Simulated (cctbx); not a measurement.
**What is wrong with this refinement?**

Cell a = 13.2230 Å, b = 4.1610 Å, c = 14.3550 Å, α = 90.00°, β = 102.35°, γ = 90.00°; space group P2_1/m (no. 11). The compound is Ce2Sb5.

The data are simulated with cctbx, not measured: Mo Kα, λ = 0.71073 Å, to d = 0.6 Å, 70 % of the full sphere, strongest reflection 40000 counts, noise from counting, a 4 % proportional error and a noise floor of 15 counts (s.d.); no absorption.

An anisotropic refinement with weights 1/σ² prints:

```text
Rint 0.049, 4030 unique reflections to 0.60 A
cycle     R1     wR2    GooF  max shift (A)
   1  0.0325  0.0691   1.102   0.00066
   2  0.0281  0.0598   0.955   0.00000
final R1 0.0281 wR2 0.0598 GooF 0.955  parameters 84  data/parameter 48.0
atom        x        y        z      Ueq    occ   su(xyz)  su(Uiso or U11)
Ce1    0.65935  0.75000  0.14790   0.0063  1.000  0.00003  0.0001
Ce2    0.95364  0.75000  0.63403   0.0077  1.000  0.00003  0.0002
Ce3    0.39132  0.75000  0.22779   0.0072  1.000  0.00003  0.0002
Ce4    0.67001  0.75000  0.42228   0.0069  1.000  0.00003  0.0001
Sb1    0.15659  0.75000  0.82836   0.0069  1.000  0.00004  0.0002
Sb2    0.42420  0.75000  0.44861   0.0068  1.000  0.00004  0.0002
Sb3    0.42718  0.75000  0.73548   0.0098  1.000  0.00004  0.0002
Sb4    0.85624  0.75000  0.32238   0.0080  1.000  0.00004  0.0002
Sb5    0.14091  0.75000  0.21990   0.0062  1.000  0.00004  0.0002
Sb6    0.97154  0.75000  0.91011   0.0074  1.000  0.00004  0.0002
Sb7    0.70982  0.75000  0.64881   0.0074  1.000  0.00004  0.0002
Sb8    0.15083  0.75000  0.51909   0.0087  1.000  0.00004  0.0002
Sb9    0.41681  0.75000  0.02093   0.0086  1.000  0.00004  0.0002
Sb10   0.72692  0.75000  0.93472   0.0100  1.000  0.00004  0.0002
difference map: max 3.90 min -4.71 rms 0.84
Q1    0.3593  0.2500  0.7241    2    4.34  1.91 A from Ce1
Q2    0.0241  0.2500  0.9180    2    4.11  2.19 A from Sb6
Q3    0.3567  0.2500  0.6158    2    3.99  0.58 A from Ce4
Q4    0.0273  0.2500  0.5060    2    3.72  2.08 A from Ce2
Q5    0.3447  0.2500  0.1840    2    3.70  1.76 A from Sb10
Q6    0.0744  0.2500  0.5716    2    3.67  1.60 A from Sb4
```

**Question.** Can this result stand? If not, what is the likely fault?

It can stand. The set-up had a fault (anomalous dispersion left out), but the figures of merit move little: R1 = 0.0281, wR2 = 0.0598, GooF = 0.95 against R1 = 0.0280, wR2 = 0.0596, GooF = 0.95 for the right model.

The compound is Ce2Sb5. The right model at the same level gives:

```text
Rint 0.049, 4030 unique reflections to 0.60 A
cycle     R1     wR2    GooF  max shift (A)
   1  0.0315  0.0670   1.069   0.00060
   2  0.0280  0.0596   0.952   0.00000
final R1 0.0280 wR2 0.0596 GooF 0.952  parameters 84  data/parameter 48.0
atom        x        y        z      Ueq    occ   su(xyz)  su(Uiso or U11)
Ce1    0.65935  0.75000  0.14790   0.0063  1.000  0.00003  0.0001
Ce2    0.95364  0.75000  0.63403   0.0078  1.000  0.00003  0.0002
Ce3    0.39132  0.75000  0.22779   0.0072  1.000  0.00003  0.0002
Ce4    0.67002  0.75000  0.42228   0.0070  1.000  0.00003  0.0001
Sb1    0.15660  0.75000  0.82836   0.0064  1.000  0.00004  0.0002
Sb2    0.42420  0.75000  0.44861   0.0063  1.000  0.00004  0.0002
Sb3    0.42718  0.75000  0.73548   0.0093  1.000  0.00004  0.0002
Sb4    0.85624  0.75000  0.32238   0.0075  1.000  0.00004  0.0002
Sb5    0.14091  0.75000  0.21990   0.0057  1.000  0.00004  0.0002
Sb6    0.97154  0.75000  0.91012   0.0068  1.000  0.00004  0.0002
Sb7    0.70982  0.75000  0.64881   0.0069  1.000  0.00004  0.0002
Sb8    0.15083  0.75000  0.51910   0.0082  1.000  0.00004  0.0002
Sb9    0.41681  0.75000  0.02092   0.0081  1.000  0.00004  0.0002
Sb10   0.72692  0.75000  0.93472   0.0095  1.000  0.00004  0.0002
difference map: max 3.90 min -4.66 rms 0.83
Q1    0.0241  0.2500  0.9195    2    4.14  2.19 A from Sb6
Q2    0.3595  0.2500  0.7240    2    4.07  1.91 A from Ce1
Q3    0.0271  0.2500  0.5069    2    3.70  2.09 A from Ce2
Q4    0.3565  0.2500  0.6173    2    3.65  0.60 A from Ce4
Q5    0.1085  0.2500  0.5417    2    3.60  1.91 A from Sb4
Q6    0.0739  0.2500  0.5719    2    3.59  1.60 A from Sb4
```

The model was made for the exercise: a known structure type with other elements put in, its volume estimated, not relaxed; displacement parameters are assumed.

[Middle refinement cycles are left out of these outputs.]

[Logs are printed without paths, hosts, clocks, repeated set-up lines and the standing remarks that a program may print on its own settings, such as how far it seeks lower states.]
